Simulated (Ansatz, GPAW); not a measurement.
# From spin parameters to the magnetic ion

A crystal has the composition Rb2MCl4, where M is a 3d element. A calculation (PBE+U, spin-orbit coupling in second variation, Ansatz) gives:

```
S                                : 1/2
g, averaged over the cell's ions : 2.0573, 2.1075, 2.1082
moment in its sphere             : 0.49 μB
```

Q: Name the magnetic ion and its oxidation state.

The crystal is Rb2CuCl4, space group Cmce. The spin sits on Cu, with 6 Cl at 2.32 to 2.72 Å round it. With the usual charges of the other elements M must be +2. High-spin ions of that charge with S = 1/2 are d9 and d1, Cu and Sc; the sign of the g shift picks Cu²⁺ d⁹. Low-spin ions are left aside. The shift is positive: in a shell more than half full the orbital moment adds to the spin.

[Logs are printed without paths, hosts, clocks, repeated set-up lines and the standing remarks that a program may print on its own settings, such as how far it seeks lower states.]

[Hosts, paths, dates, database ids (printed as entryN), source tags and the programs' standing remarks are cut or masked in the printed files.]
